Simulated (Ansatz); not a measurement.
# Ta(110): modes of surface species

Aim: bond lengths and vibrational modes of species bound on Ta(110).

Calculated with Ansatz 0.2.0; DFT PBE, scalar-relativistic, plane waves, PAW; PAW set soft_1.

Most raw output is cut from this account.

**1. The bulk crystal behind the slab**

The structure is cubic, space group Im-3m (No. 229). Conventional cell: a = 3.310 Å, b = 3.310 Å, c = 3.310 Å, α = 90.00°, β = 90.00°, γ = 90.00°. Nearest to Ta lie 8 Ta at 2.87 Å.

**2. Relaxation of the host**

The host crystal is relaxed at the same level, and its volume sets the scale of the cells that follow.

input.yaml

```yaml
crystal:
  lattice:
    - [-1.655, 1.655, 1.655]
    - [1.655, -1.655, 1.655]
    - [1.655, 1.655, -1.655]
  atoms:
    - { symbol: Ta, position: [0.0, 0.0, 0.0] }
kpoints:
  mp_grid: { grid: [22, 22, 22] }
hamiltonian:
  xc: pbe
  pseudopotentials: { kind: paw, azcp: { folder: soft_1 } }
scf:
  occupations: { method: methfessel_paxton, width: 0.15 }
output:
  forces: true
  stress: true
  eigenvalues: true
relax:
  adjacent_minimum: "off"
  f_tol: 0.002
  max_steps: 60
  cell: { stress_tol: 0.02 }
```

On the command line:

```bash
$ ansatz run input.yaml --threads 8 --pin off --max-ram 20480MiB --backend cpu --events-out ev --progress --plain --runs-dir out
```

Run time: 4.5 s. Hardware: 8 threads of Arm Neoverse N1, shared host; peak memory 0.37 GiB; 29 s of CPU time.

Relaxation path:

```tsv
step	energy less that of the first step (eV)	largest force component (eV/Å)	pressure (GPa)	volume (Å³)
1	0.0000	0.0000	1.76	18.13
2	0.0064	0.0000	-4.71	18.77
3	-0.0009	0.0000	-0.06	18.30
4	-0.0009	0.0000	0.00	18.30
5*	-0.0009	0.0000	0.00	18.30
```

Relaxation steps marked * repeat the geometry before them on a plane-wave basis chosen anew for their cell, so energy and pressure can jump there. Relaxation step 2 was tried and not accepted.

```tsv
conventional cell, symmetrised	before	after	change
a (Å)	3.310	3.320	+0.3 %
b (Å)	3.310	3.320	+0.3 %
c (Å)	3.310	3.320	+0.3 %
volume (Å³/atom)	18.13	18.30	+0.9 %
```

Final coordinates:

```
Ta
1.0
    -1.65996    1.65996    1.65996
     1.65996   -1.65996    1.65996
     1.65996    1.65996   -1.65996
Ta
1
Direct
  0.00000 0.00000 0.00000
```

This step gave:

| Item | Value |
| --- | --- |
| pressure | -2.48e-4 GPa |
| volume per atom | 18.30 Å³ |
| gap on the k-mesh | 0 eV |

The forces vanish by symmetry.

The cell grew by 0.9 % in volume.

**3. Letting the atoms settle: O at the threefold hollow site, 1 monolayer**

The slab carries O at the threefold hollow site, 1 monolayer. Its plane takes the lattice constant of the bulk relaxed at this level. The lowest layers are held, and the other atoms relax. The program lengthens the typed cell of 23.3 Å along the normal to 40.4 Å, as its cut-off of the electrostatics needs, and moves no atom.

System of this step: O at the threefold hollow site, 1 monolayer on Ta(110). The cell holds 5 atoms: 4 Ta and 1 O. Its edges and angles: a = 3.320 Å, b = 2.875 Å, c = 40.388 Å, α = 90.0°, β = 90.0°, γ = 54.7°. It derives from Ta. Vacuum lies along c.

input.yaml

```yaml
crystal:
  lattice:
    - [3.3199269426, 0.0, 0.0]
    - [1.6599634713, 2.3475393981, 0.0]
    - [0.0, 0.0, 23.3391365566]
  atoms:
    - { symbol: Ta, position: [0.5, 0.0, 0.322312] }
    - { symbol: Ta, position: [0.0, 0.0, 0.422896] }
    - { symbol: Ta, position: [0.5, 0.0, 0.52348] }
    - { symbol: Ta, position: [0.0, 0.0, 0.624064] }
    - { symbol: O, position: [0.375, 0.25, 0.677688] }
  periodic: [true, true, false]
kpoints:
  mp_grid: { grid: [12, 12, 1] }
hamiltonian:
  xc: pbe
  pseudopotentials: { kind: paw, azcp: { folder: soft_1 } }
scf:
  occupations: { method: methfessel_paxton, width: 0.15 }
output:
  forces: true
  eigenvalues: true
relax:
  adjacent_minimum: "off"
  f_tol: 0.003
  max_steps: 120
  constraints: [{ sites: [0, 1] }]
```

Wall time 73 s (8 threads); peak memory 1 GiB; 9.5 min of CPU time.

Relaxation path:

```tsv
step	energy less that of the first step (eV)	largest force component (eV/Å)
1	0.0000	2.6887
2	-0.2007	0.9355
3	-0.2403	0.5449
4	-0.2663	0.0486
5	-0.2670	0.0043
6	-0.2670	0.0008
```

Forces are held to the 2 operations that the run works with; a distortion that breaks them can't arise in this run.

The atoms that moved most (Å):

```tsv
atom	dx	dy	dz	length
O5	0.000	0.351	-0.172	0.391
Ta4	0.000	0.375	0.008	0.375
Ta3	0.000	0.089	-0.019	0.091
```

The relaxed structure:

```cif
data_structure
_symmetry_space_group_name_H-M 'P 1'
_symmetry_Int_Tables_number 1
_cell_length_a 3.3199
_cell_length_b 2.8751
_cell_length_c 40.3883
_cell_angle_alpha 90.000
_cell_angle_beta 90.000
_cell_angle_gamma 54.736
_cell_volume 314.77
loop_
_atom_site_label
_atom_site_type_symbol
_atom_site_fract_x
_atom_site_fract_y
_atom_site_fract_z
_atom_site_occupancy
Ta1 Ta 0.50000 0.00000 0.18625 1
Ta2 Ta 0.00000 0.00000 0.24438 1
Ta3 Ta 0.48108 0.03785 0.30204 1
Ta4 Ta 0.92008 0.15983 0.36082 1
O5 O 0.30025 0.39950 0.38735 1
```

The largest force component left on a free atom is 0.82 meV/Å.

**4. Modes of the chosen sites: O at the threefold hollow site, 1 monolayer**

Only 2 sites are displaced (1 Ta and 1 O), with their periodic images, and all others stay at rest. This gives the modes that are localised on these sites for less work than the whole matrix.

input.yaml, the sections that differ from step 3:

```yaml
crystal:
  lattice:
    - [3.3199269426, 0.0, 0.0]
    - [1.6599634713, 2.3475393981, 0.0]
    - [0.0, 0.0, 40.3883379859]
  atoms:
    - { symbol: Ta, position: [0.5, 0.0, 0.1862538583] }
    - { symbol: Ta, position: [0.0, 0.0, 0.2443781543] }
    - { symbol: Ta, position: [0.4810773011, 0.0378453978, 0.3020433121] }
    - { symbol: Ta, position: [-0.0799169022, 0.1598338044, 0.3608190505] }
    - { symbol: O, position: [0.300250438, 0.399499124, 0.3873480922] }
  periodic: [true, true, false]
output:
  eigenvalues: true
phonons:
  method: fd
  supercell: [1, 1, 1]
  displaced_sites: [3, 4]
  rigid_motions: translations
# kpoints, hamiltonian, scf: as in step 3
# relax: removed
```

It took 2.1 min on 8 threads; peak memory 1.3 GiB.

The other atoms of the cell are at rest; shares are of the kinetic energy, a minus sign marks an imaginary mode, and where like sites share a mode the one named is one choice of several. Modes of the displaced sites:

```tsv
mode	frequency (cm⁻¹)	share of Ta (%)	share of O (%)	site with the largest share	its share (%)
1	30.7	91	9	Ta4	91
2	56.9	94	6	Ta4	94
3	96.1	92	8	Ta4	92
4	299.8	8	92	O5	92
5	339.7	6	94	O5	94
6	550.6	8	92	O5	92
```

The same force constants with another mass on the added atoms, against the natural mean mass; listed are the real modes with at least half of their motion on these atoms, followed through small steps of mass, less those that pass through avoided crossings, where the squared overlap of new and old mass-weighted patterns is under 0.8. Modes after a change of mass:

```tsv
substitution	mode	frequency (cm⁻¹)	after (cm⁻¹)	ratio
18O	4	299.8	284.1	1.055
18O	5	339.7	321.3	1.057
18O	6	550.6	521.8	1.055
```

The highest mode of the block lies at 550.6 cm⁻¹; the acoustic sum rule moved it by 0.0 cm⁻¹.

**5. Letting the atoms settle: O at the threefold hollow site, 0.5 monolayer**

The slab carries O at the threefold hollow site, 0.5 monolayer. Its plane takes the lattice constant of the bulk relaxed at this level. The lowest layers are held, and the other atoms relax. The program lengthens the typed cell of 23.3 Å along the normal to 40.4 Å, as its cut-off of the electrostatics needs, and moves no atom.

System of this step: O at the threefold hollow site, 0.5 monolayer on Ta(110). The cell holds 9 atoms: 8 Ta and 1 O. Cell: a = 6.640 Å, b = 2.875 Å, c = 40.388 Å, α = 90.0°, β = 90.0°, γ = 54.7°. It derives from Ta. Vacuum lies along c.

input.yaml

```yaml
crystal:
  lattice:
    - [6.6398538852, 0.0, 0.0]
    - [1.6599634713, 2.3475393981, 0.0]
    - [0.0, 0.0, 23.3391365566]
  atoms:
    - { symbol: Ta, position: [0.75, 0.0, 0.322312] }
    - { symbol: Ta, position: [0.25, 0.0, 0.322312] }
    - { symbol: Ta, position: [0.0, 0.0, 0.422896] }
    - { symbol: Ta, position: [0.5, 0.0, 0.422896] }
    - { symbol: Ta, position: [0.75, 0.0, 0.52348] }
    - { symbol: Ta, position: [0.25, 0.0, 0.52348] }
    - { symbol: Ta, position: [0.0, 0.0, 0.624064] }
    - { symbol: Ta, position: [0.5, 0.0, 0.624064] }
    - { symbol: O, position: [0.1875, 0.25, 0.677688] }
  periodic: [true, true, false]
kpoints:
  mp_grid: { grid: [6, 12, 1] }
hamiltonian:
  xc: pbe
  pseudopotentials: { kind: paw, azcp: { folder: soft_1 } }
scf:
  occupations: { method: methfessel_paxton, width: 0.15 }
output:
  forces: true
  eigenvalues: true
relax:
  adjacent_minimum: "off"
  f_tol: 0.003
  max_steps: 120
  constraints: [{ sites: [0, 1, 2, 3] }]
```

Elapsed: 6.1 min, on 8 threads; peak memory 2.6 GiB; 48 min of CPU time.

Relaxation path:

```tsv
step	energy less that of the first step (eV)	largest force component (eV/Å)
1	0.0000	2.0012
2	-0.1994	0.8228
3	-0.2531	0.2999
4	-0.2609	0.1969
5	-0.2672	0.0126
6	-0.2672	0.0133
7	-0.2672	0.0039
8	-0.2672	0.0011
```

The atoms that moved most (Å):

```tsv
atom	dx	dy	dz	length
O9	0.070	0.224	-0.196	0.306
Ta7	0.043	0.256	-0.010	0.260
Ta8	-0.070	0.115	-0.091	0.162
Ta6	0.002	0.048	-0.049	0.069
Ta5	0.003	0.039	0.011	0.041
```

The relaxed structure:

```cif
data_structure
_symmetry_space_group_name_H-M 'P 1'
_symmetry_Int_Tables_number 1
_cell_length_a 6.6399
_cell_length_b 2.8751
_cell_length_c 40.3883
_cell_angle_alpha 90.000
_cell_angle_beta 90.000
_cell_angle_gamma 54.736
_cell_volume 629.55
loop_
_atom_site_label
_atom_site_type_symbol
_atom_site_fract_x
_atom_site_fract_y
_atom_site_fract_z
_atom_site_occupancy
Ta1 Ta 0.75000 0.00000 0.18625 1
Ta2 Ta 0.25000 0.00000 0.18625 1
Ta3 Ta 0.00000 0.00000 0.24438 1
Ta4 Ta 0.50000 0.00000 0.24438 1
Ta5 Ta 0.74632 0.01670 0.30276 1
Ta6 Ta 0.24522 0.02046 0.30128 1
Ta7 Ta 0.97930 0.10894 0.36038 1
Ta8 Ta 0.47724 0.04914 0.35838 1
O9 O 0.17422 0.34553 0.38675 1
```

The largest force component left on a free atom is 1.1 meV/Å.

**6. Modes of the chosen sites: O at the threefold hollow site, 0.5 monolayer**

Only 3 sites are displaced (2 Ta and 1 O), with their periodic images, and all others stay at rest. This gives the modes that are localised on these sites for less work than the whole matrix.

input.yaml

```yaml
crystal:
  lattice:
    - [6.6398538852, 0.0, 0.0]
    - [1.6599634713, 2.3475393981, 0.0]
    - [0.0, 0.0, 40.3883379859]
  atoms:
    - { symbol: Ta, position: [0.75, 0.0, 0.1862538583] }
    - { symbol: Ta, position: [0.25, 0.0, 0.1862538583] }
    - { symbol: Ta, position: [0.0, 0.0, 0.2443781543] }
    - { symbol: Ta, position: [0.5, 0.0, 0.2443781543] }
    - { symbol: Ta, position: [0.746320248, 0.0167044775, 0.3027638657] }
    - { symbol: Ta, position: [0.2452163094, 0.0204607968, 0.3012824513] }
    - { symbol: Ta, position: [-0.0206995724, 0.1089392502, 0.3603822083] }
    - { symbol: Ta, position: [0.4772362295, 0.0491434173, 0.3583820901] }
    - { symbol: O, position: [0.1742150976, 0.3455254778, 0.3867524209] }
  periodic: [true, true, false]
kpoints:
  mp_grid: { grid: [6, 12, 1] }
hamiltonian:
  xc: pbe
  pseudopotentials: { kind: paw, azcp: { folder: soft_1 } }
scf:
  occupations: { method: methfessel_paxton, width: 0.15 }
output:
  eigenvalues: true
phonons:
  method: fd
  supercell: [1, 1, 1]
  displaced_sites: [6, 7, 8]
  rigid_motions: translations
```

Run time: 12 min. Hardware: 8 threads; peak memory 2.9 GiB.

The other atoms of the cell are at rest; shares are of the kinetic energy, a minus sign marks an imaginary mode, and where like sites share a mode the one named is one choice of several. Modes of the displaced sites:

```tsv
mode	frequency (cm⁻¹)	share of Ta (%)	share of O (%)	site with the largest share	its share (%)
1	40.4	95	5	Ta7	52
2	64.3	96	4	Ta7	52
3	88.3	98	2	Ta7	49
4	97.2	97	3	Ta7	52
5	120.8	99	1	Ta8	62
6	174.4	97	3	Ta8	51
7	358.9	7	93	O9	93
8	391.6	5	95	O9	95
9	522.3	7	93	O9	93
```

The same force constants with another mass on the added atoms, against the natural mean mass; listed are the real modes with at least half of their motion on these atoms, followed through small steps of mass, less those that pass through avoided crossings, where the squared overlap of new and old mass-weighted patterns is under 0.8. Modes after a change of mass:

```tsv
substitution	mode	frequency (cm⁻¹)	after (cm⁻¹)	ratio
18O	7	358.9	339.8	1.056
18O	8	391.6	370.3	1.057
18O	9	522.3	494.6	1.056
```

The highest mode of the block lies at 522.3 cm⁻¹; the acoustic sum rule moved it by 0.0 cm⁻¹.

**7. Relaxation in the fixed cell: O at the threefold hollow site, 0.25 monolayer**

The slab carries O at the threefold hollow site, 0.25 monolayer. Its plane takes the lattice constant of the bulk relaxed at this level. The lowest layers are held, and the other atoms relax. The program lengthens the typed cell of 23.3 Å along the normal to 40.4 Å, as its cut-off of the electrostatics needs, and moves no atom.

System of this step: O at the threefold hollow site, 0.25 monolayer on Ta(110). The cell holds 17 atoms: 16 Ta and 1 O. Its edges and angles: a = 6.640 Å, b = 5.750 Å, c = 40.388 Å, α = 90.0°, β = 90.0°, γ = 54.7°. It derives from Ta. Vacuum lies along c.

input.yaml

```yaml
crystal:
  lattice:
    - [6.6398538852, 0.0, 0.0]
    - [3.3199269426, 4.6950888262, 0.0]
    - [0.0, 0.0, 23.3391365566]
  atoms:
    - { symbol: Ta, position: [0.75, 0.5, 0.322312] }
    - { symbol: Ta, position: [0.25, 0.5, 0.322312] }
    - { symbol: Ta, position: [0.75, 0.0, 0.322312] }
    - { symbol: Ta, position: [0.25, 0.0, 0.322312] }
    - { symbol: Ta, position: [0.0, 0.0, 0.422896] }
    - { symbol: Ta, position: [0.5, 0.0, 0.422896] }
    - { symbol: Ta, position: [1.0, 0.5, 0.422896] }
    - { symbol: Ta, position: [0.5, 0.5, 0.422896] }
    - { symbol: Ta, position: [0.75, 0.5, 0.52348] }
    - { symbol: Ta, position: [0.25, 0.5, 0.52348] }
    - { symbol: Ta, position: [0.75, 0.0, 0.52348] }
    - { symbol: Ta, position: [0.25, 0.0, 0.52348] }
    - { symbol: Ta, position: [0.0, 0.0, 0.624064] }
    - { symbol: Ta, position: [0.5, 0.0, 0.624064] }
    - { symbol: Ta, position: [1.0, 0.5, 0.624064] }
    - { symbol: Ta, position: [0.5, 0.5, 0.624064] }
    - { symbol: O, position: [0.1875, 0.125, 0.677688] }
  periodic: [true, true, false]
kpoints:
  mp_grid: { grid: [6, 6, 1] }
hamiltonian:
  xc: pbe
  pseudopotentials: { kind: paw, azcp: { folder: soft_1 } }
scf:
  occupations: { method: methfessel_paxton, width: 0.15 }
output:
  forces: true
  eigenvalues: true
relax:
  adjacent_minimum: "off"
  f_tol: 0.003
  max_steps: 120
  constraints: [{ sites: [0, 1, 2, 3, 4, 5, 6, 7] }]
```

Elapsed: 9.1 min, on 8 threads; peak memory 5.9 GiB.

The steps of the relaxation:

```tsv
step	energy less that of the first step (eV)	largest force component (eV/Å)
1	0.0000	1.6791
2	-0.2551	0.5108
3	-0.3130	0.2977
4	-0.3377	0.1481
5	-0.3420	0.0504
6	-0.3424	0.0243
7	-0.3425	0.0036
8	-0.3425	0.0010
```

The run keeps the 2 symmetry operations that it works with, so distortions that break them were not tested.

The atoms that moved most (Å):

```tsv
atom	dx	dy	dz	length
O17	0.000	0.181	-0.171	0.249
Ta16	0.000	-0.015	-0.243	0.243
Ta15	0.000	0.155	-0.043	0.161
Ta14	-0.077	0.066	-0.022	0.104
Ta13	0.077	0.066	-0.022	0.104
Ta9	0.016	0.025	-0.021	0.037
Ta10	-0.016	0.025	-0.021	0.037
Ta12	0.000	0.014	-0.031	0.034
```

Final coordinates:

```cif
data_structure
_symmetry_space_group_name_H-M 'P 1'
_symmetry_Int_Tables_number 1
_cell_length_a 6.6399
_cell_length_b 5.7503
_cell_length_c 40.3883
_cell_angle_alpha 90.000
_cell_angle_beta 90.000
_cell_angle_gamma 54.736
_cell_volume 1259.09
loop_
_atom_site_label
_atom_site_type_symbol
_atom_site_fract_x
_atom_site_fract_y
_atom_site_fract_z
_atom_site_occupancy
Ta1 Ta 0.75000 0.50000 0.18625 1
Ta2 Ta 0.25000 0.50000 0.18625 1
Ta3 Ta 0.75000 0.00000 0.18625 1
Ta4 Ta 0.25000 0.00000 0.18625 1
Ta5 Ta 0.00000 0.00000 0.24438 1
Ta6 Ta 0.50000 0.00000 0.24438 1
Ta7 Ta 0.00000 0.50000 0.24438 1
Ta8 Ta 0.50000 0.50000 0.24438 1
Ta9 Ta 0.74966 0.50541 0.30198 1
Ta10 Ta 0.24493 0.50541 0.30198 1
Ta11 Ta 0.74788 0.00424 0.30314 1
Ta12 Ta 0.24851 0.00298 0.30172 1
Ta13 Ta 0.00453 0.01407 0.36008 1
Ta14 Ta 0.48140 0.01407 0.36008 1
Ta15 Ta 0.98353 0.53294 0.35956 1
Ta16 Ta 0.50162 0.49677 0.35462 1
O17 O 0.16825 0.16350 0.38738 1
```

The largest force component left on a free atom is 1.0 meV/Å.

**8. Modes of the chosen sites: O at the threefold hollow site, 0.25 monolayer**

Only 4 sites are displaced (3 Ta and 1 O), with their periodic images, and all others stay at rest. This gives the modes that are localised on these sites for less work than the whole matrix.

input.yaml

```yaml
crystal:
  lattice:
    - [6.6398538852, 0.0, 0.0]
    - [3.3199269426, 4.6950888262, 0.0]
    - [0.0, 0.0, 40.3883379859]
  atoms:
    - { symbol: Ta, position: [0.75, 0.5, 0.1862538583] }
    - { symbol: Ta, position: [0.25, 0.5, 0.1862538583] }
    - { symbol: Ta, position: [0.75, 0.0, 0.1862538583] }
    - { symbol: Ta, position: [0.25, 0.0, 0.1862538583] }
    - { symbol: Ta, position: [0.0, 0.0, 0.2443781543] }
    - { symbol: Ta, position: [0.5, 0.0, 0.2443781543] }
    - { symbol: Ta, position: [1.0, 0.5, 0.2443781543] }
    - { symbol: Ta, position: [0.5, 0.5, 0.2443781543] }
    - { symbol: Ta, position: [0.7496555537, 0.5054131702, 0.3019768468] }
    - { symbol: Ta, position: [0.2449312761, 0.5054131702, 0.3019768468] }
    - { symbol: Ta, position: [0.7478782249, 0.0042435502, 0.3031448596] }
    - { symbol: Ta, position: [0.2485122567, 0.0029754866, 0.3017243849] }
    - { symbol: Ta, position: [0.0045290227, 0.0140663281, 0.3600811474] }
    - { symbol: Ta, position: [0.4814046492, 0.0140663281, 0.3600811474] }
    - { symbol: Ta, position: [0.9835292373, 0.5329415255, 0.3595630016] }
    - { symbol: Ta, position: [0.5016171987, 0.4967656026, 0.3546183345] }
    - { symbol: O, position: [0.1682524079, 0.1634951842, 0.3873809211] }
  periodic: [true, true, false]
kpoints:
  mp_grid: { grid: [6, 6, 1] }
hamiltonian:
  xc: pbe
  pseudopotentials: { kind: paw, azcp: { folder: soft_1 } }
scf:
  occupations: { method: methfessel_paxton, width: 0.15 }
output:
  eigenvalues: true
phonons:
  method: fd
  supercell: [1, 1, 1]
  displaced_sites: [12, 13, 14, 16]
  rigid_motions: translations
```

Elapsed: 20 min, on 8 threads; peak memory 6.8 GiB.

The other atoms of the cell are at rest; shares are of the kinetic energy, a minus sign marks an imaginary mode, and where like sites share a mode the one named is one choice of several. Modes of the displaced sites:

```tsv
mode	frequency (cm⁻¹)	share of Ta (%)	share of O (%)	site with the largest share	its share (%)
1	60.4	96	4	Ta15	47
2	67.0	99	1	Ta15	56
3	92.1	98	2	Ta15	37
4	99.3	100	0	Ta13	46
5	104.6	100	0	Ta14	47
6	112.1	98	2	Ta15	57
7	114.8	99	1	Ta14	50
8	163.5	99	1	Ta15	38
9	166.6	96	4	Ta15	45
10	352.3	6	94	O17	94
11	378.2	3	97	O17	97
12	488.9	7	93	O17	93
```

The same force constants with another mass on the added atoms, against the natural mean mass; listed are the real modes with at least half of their motion on these atoms, followed through small steps of mass, less those that pass through avoided crossings, where the squared overlap of new and old mass-weighted patterns is under 0.8. Modes after a change of mass:

```tsv
substitution	mode	frequency (cm⁻¹)	after (cm⁻¹)	ratio
18O	10	352.3	333.4	1.057
18O	11	378.2	357.3	1.058
18O	12	488.9	462.8	1.056
```

The highest mode of the block lies at 488.9 cm⁻¹; the acoustic sum rule moved it by 0.0 cm⁻¹.

**9. The series together**

The members are set side by side.

The anchoring bond is the shortest distance from the first added atom to the slab, and like atoms elsewhere in the cell can differ; degenerate modes stand as often as they occur. The species side by side:

```tsv
species	coverage (monolayer)	anchoring bond	its length (Å)	highest level (cm⁻¹)	second (cm⁻¹)	third (cm⁻¹)
O at the threefold hollow site	1	O-Ta	2.054	550.6	339.7	299.8
O at the threefold hollow site	0.5	O-Ta	2.027	522.3	391.6	358.9
O at the threefold hollow site	0.25	O-Ta	2.053	488.9	378.2	352.3
```

**10. Results**

```yaml
highest_mode_of_the_block_of_2_sites_o_at_the_threefold_hollow_site_1_monolayer: 550.6 cm⁻¹
highest_mode_of_the_block_of_3_sites_o_at_the_threefold_hollow_site_0p5_monolayer: 522.3 cm⁻¹
highest_mode_of_the_block_of_4_sites_o_at_the_threefold_hollow_site_0p25_monolayer: 488.9 cm⁻¹
```

What this shows: With O at the threefold hollow site, 1 monolayer the highest mode of the block lies at 551 cm⁻¹, 92 % on O. With O at the threefold hollow site, 0.5 monolayer the highest mode of the block lies at 522 cm⁻¹, 93 % on O. With O at the threefold hollow site, 0.25 monolayer the highest mode of the block lies at 489 cm⁻¹, 93 % on O. With all atoms beyond the displaced ones at rest, modes that spread into the slab are only rough; stretches of light atoms, well above the modes of the substrate atoms, are the least affected. Periodic images of the cell move in phase at the zone centre, so coupling to the images is part of these frequencies. These are harmonic frequencies at zero temperature: anharmonic shifts, linewidths and thermal expansion are left out. Spin-orbit coupling is left out, which can matter for the heavy elements here.

[Logs are printed without paths, hosts, clocks, repeated set-up lines and the standing remarks that a program may print on its own settings, such as how far it seeks lower states.]

[Hosts, paths, dates, database ids (printed as entryN), source tags and the programs' standing remarks are cut or masked in the printed files.]
